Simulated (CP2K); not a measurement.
The C K edge of trimethylphosphine oxide was computed by TDDFT (CP2K XAS_TDP, aug-cc-pVDZ, TDA) at these levels: PBE0, PBEh(45%) and PBEh(45%) + GW2X. The first three lines of C1 (bonded to P and 3 H) with a strength over 0.0015, energy in eV and strength:

| run | first | second | third |
| --- | --- | --- | --- |
| 1 | 283.76 (0.006) | 284.51 (0.019) | 284.67 (0.022) |
| 2 | 289.81 (0.006) | 290.56 (0.018) | 290.71 (0.021) |
| 3 | 277.23 (0.002) | 278.05 (0.005) | 278.15 (0.005) |

**Question.** Which run is which?

Run 1: PBEh(45%) (45 % exact exchange). Run 2: PBEh(45%) + GW2X (45 % exact exchange). Run 3: PBE0 (25 % exact exchange). Self-interaction lifts the core level, so the uncorrected lines rise with the share of exact exchange. The GW2X run keeps the spacings of its parent: 0.75 eV between the first two lines in run 2, 0.75 eV in run 1. Its shift is +6.05 eV, since the Kohn–Sham level at this share of exchange lies that far above the quasiparticle level.

[Hosts, paths, dates, database ids (printed as entryN), source tags and the programs' standing remarks are cut or masked in the printed files.]
